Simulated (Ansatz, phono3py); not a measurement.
# Scattering channels in GaAs (F-43m), one at a time, part 5 of 5

Wanted: the sensitivity of κ of GaAs to the choices of the transport step.

Experimental results on record:
- thermal conductivity 45 W/m/K near room temperature (given in “Combining the AFLOW GIBBS and Elastic Libraries to efficiently and robustly screen thermo-mechanical properties of solids”, 2017, arXiv:1611.05714)

Ansatz 0.2.0 and phono3py 4.10.0; DFT LDA, scalar-relativistic, plane waves, PAW; PAW set soft_1 (the session's first sound run).

So far, κ at 300 K (W/m/K): step 3 (relaxation-time solution) 42.1; step 19 (Gaussian smearing, third order supercell 3×3×3, supercell 6×6×6 (run 2)) 34.7; step 21 (without the dipole term, third order supercell 3×3×3, supercell 6×6×6) 42.6; step 22 (a changed mass, third order supercell 3×3×3, supercell 6×6×6) 94.3; step 23 (mass disorder, third order supercell 3×3×3, supercell 6×6×6) 16.4.

### Step 24. An input with a fault, third order supercell 3×3×3, supercell 6×6×6

Level of this step: DFT LDA, scalar-relativistic, plane waves, PAW; PAW set soft_1; phono3py on Ansatz's force constants (phono3py).

This input was changed on purpose, to see how the program answers.

File phono3py.yaml:

```yaml
phono3py:
  version: "4.10.0"
  frequency_unit_conversion_factor: 15.633302
  symmetry_tolerance: 1.00000e-05

physical_unit:
  atomic_mass: "AMU"
  length: "angstrom"

space_group:
  type: "F-43m"
  number: 216
  Hall_symbol: "F -4 2 3"

primitive_matrix:
- [  1.000000000000000,  0.000000000000000,  0.000000000000000 ]
- [  0.000000000000000,  1.000000000000000,  0.000000000000000 ]
- [  0.000000000000000,  0.000000000000000,  1.000000000000000 ]

supercell_matrix:
- [   3,   0,   0 ]
- [   0,   3,   0 ]
- [   0,   0,   3 ]

# [primitive_cell block left out]
unit_cell:
  lattice:
  - [     0.000000000000000,     2.801562824400000,     2.801562824400000 ] # a
  - [     2.801562824400000,     0.000000000000000,     2.801562824400000 ] # b
  - [     2.801562824400000,     2.801562824400000,     0.000000000000000 ] # c
  points:
  - symbol: Ga # 1
    coordinates: [  0.000000000000000,  0.000000000000000,  0.000000000000000 ]
    mass: 69.723000
    reduced_to: 1
  - symbol: As # 2
    coordinates: [  0.250000000000000,  0.250000000000000,  0.250000000000000 ]
    mass: 74.921595
    reduced_to: 2

# [supercell block left out]
phonon_supercell_matrix:
- [   6,   0,   0 ]
- [   0,   6,   0 ]
- [   0,   0,   6 ]

# [phonon_primitive_cell block left out]
# [phonon_supercell block left out]
nac:
  born_effective_charge:
  - # 1 (Ga)
    - [  2.060245985127337,  0.000000000000000,  0.000000000000000 ]
    - [  0.000000000000000,  2.060245985127337,  0.000000000000000 ]
    - [  0.000000000000000,  0.000000000000000,  2.060245985127337 ]
  - # 2 (As)
    - [ -2.060245985127337,  0.000000000000000,  0.000000000000000 ]
    - [  0.000000000000000, -2.060245985127337,  0.000000000000000 ]
    - [  0.000000000000000,  0.000000000000000, -2.060245985127337 ]
  dielectric_constant:
    - [ 13.968495729866419,  0.000000000000000,  0.000000000000000 ]
    - [  0.000000000000000, 13.968495729866415,  0.000000000000000 ]
    - [  0.000000000000000,  0.000000000000000, 13.968495729866415 ]
  unit_conversion_factor: 14.399645
```

Started as:

```console
phono3py phono3py.yaml --mesh 1 1 1 --br --ts 300
```

Output:

```text
[banner, memory and clock lines left out]
Rust backend (phonors) using rayon (8 threads).
Running in phono3py.load mode.
Spglib version 2.8.0
----------------------------- General settings -----------------------------
Run mode: conductivity-RTA
HDF5 data compression filter: gzip
Crystal structure was read from "phono3py.yaml".
Supercell (dim): [3 3 3]
Phonon supercell (dim-fc2): [6 6 6]
Primitive matrix:
  [1. 0. 0.]
  [0. 1. 0.]
  [0. 0. 1.]
Spacegroup: F-43m (216)
Use -v option to watch primitive cell, unit cell, and supercell structures.
NAC parameters were read from "phono3py.yaml".
fc3 was read from "fc3.hdf5".
fc2 was read from "fc2.hdf5".
----------------------------- Force constants ------------------------------
Max drift of fc3: -0.00000500 (xzy) -0.00000500 (xzy) -0.00000500 (xyz)
Max drift of fc2: -0.00003600 (yy) -0.00003600 (yy)
--------------------------- Calculation settings ---------------------------
Non-analytical term correction (NAC): True
NAC unit conversion factor:  14.39964
BZ integration: Tetrahedron-method
Temperature:  300.0
Cutoff frequency: 0.01
Mesh sampling: [ 1 1 1 ]
Generating grid system ... [ 1 1 1 ]
fc3-r2q-transformation over three atoms: True
--------------------------- Phonon calculations ----------------------------
  PRB 50, 13035(R) (1994), PRB 55, 10355 (1997)
  G-cutoff distance: 1.18, Number of G-points: 307, Lambda: 0.46
Running harmonic phonon calculations...
-------------------- Lattice thermal conductivity (RTA) --------------------
Running heat capacity calculations...
Running velocity calculations...
======================= Grid point 0 (1/1) =======================
q-point: ( 0.00  0.00  0.00)
Boundary mean free path (millimeter): 1000.000
Number of triplets: 1
Frequency     group velocity (x, y, z)     |gv|
  -0.010   (   0.000    0.000    0.000)    0.000
  -0.010   (   0.000    0.000    0.000)    0.000
  -0.010   (   0.000    0.000    0.000)    0.000
   8.058   (   0.000    0.000    0.000)    0.000
   8.058   (   0.000    0.000   -0.000)    0.000
   8.058   (   0.000    0.000   -0.000)    0.000
=================== End of collection of collisions ===================
----------- Thermal conductivity (W/m-k) with tetrahedron method -----------
#  T(K)        xx         yy         zz         yz         xz         xy
  300.0       0.000      0.000      0.000     -0.000     -0.000      0.000

Thermal conductivity related properties were written into
"kappa-m111.hdf5".
Summary of calculation was written in "phono3py.yaml".
```

Elapsed: 1.3 s, on 8 threads of Intel Xeon 6975P-C (Granite Rapids), shared host; peak memory 0.1 GiB.

The run finished. A setting was moved off its sound value on purpose, so it serves as a test and not as the result.

The fault put into the input: one q point, with which κ at 300 K comes out at 3.4e-25 W/(m K).

### Step 25. What came out

```
κ at 300 K, RTA, natural isotopes, mesh 19×19×19 : 42.1 W/m/K
κ at 300 K, RTA, pure, mesh 19×19×19             : 43.3 W/m/K
κ at 300 K, LBTE, mesh 19×19×19                  : 44.1 W/m/K
κ at 300 K, with coherences, mesh 19×19×19       : 42.3 W/m/K
κ at 300 K, no dipole term, mesh 19×19×19        : 42.6 W/m/K
```

**Reading.** On these constants κ of GaAs at 300 K is 42.1 W/(m K) in the base run, by relaxation time; smearing and coherences move that between 34.7 and 42.3. The full solution gives 44.1 W/(m K) (phono3py, mesh 19×19×19). On the same constants and mesh Ansatz's figure, which includes its coherence part, and phono3py's, which doesn't, differ by up to 1.2 %; with phono3py's own coherence part added, which is defined differently, the largest difference is 0.46 %. The last step of the mesh series (23 to 29) moves κ at 300 K by +1.8 %, while the coarsest mesh gives 54 % of the densest value. Normal processes make 47 % of the three-phonon scattering at 300 K, weighting modes by their heat capacity. A boundary length of 0.03 µm leaves 21 % of κ at 300 K. A boundary length of 1 µm leaves 75 % of κ at 300 K. Scaling the mass of As by 0.5 at fixed force constants, a model exercise, multiplies the isotope-free κ by 2.18. A mass variance of 0.03 on the Ga sites, typed in place of the natural one, gives 39 % of the base value. A measured thermal conductivity near room temperature is 45 W/m/K (arXiv:1611.05714); the calculated 44.1 W/m/K differs by -2 %. Part of this agreement may be a cancellation, since four-phonon scattering and the shift of frequencies with temperature are both left out. The PAW files were made for PBE and are used here under another functional, for which the program regenerates the frozen cores.

[Logs are printed without paths, hosts, clocks, repeated set-up lines and the standing remarks that a program may print on its own settings, such as how far it seeks lower states.]

[Hosts, paths, dates, database ids (printed as entryN), source tags and the programs' standing remarks are cut or masked in the printed files.]

[A step with changed settings may run another functional than the one named; its input shows which.]
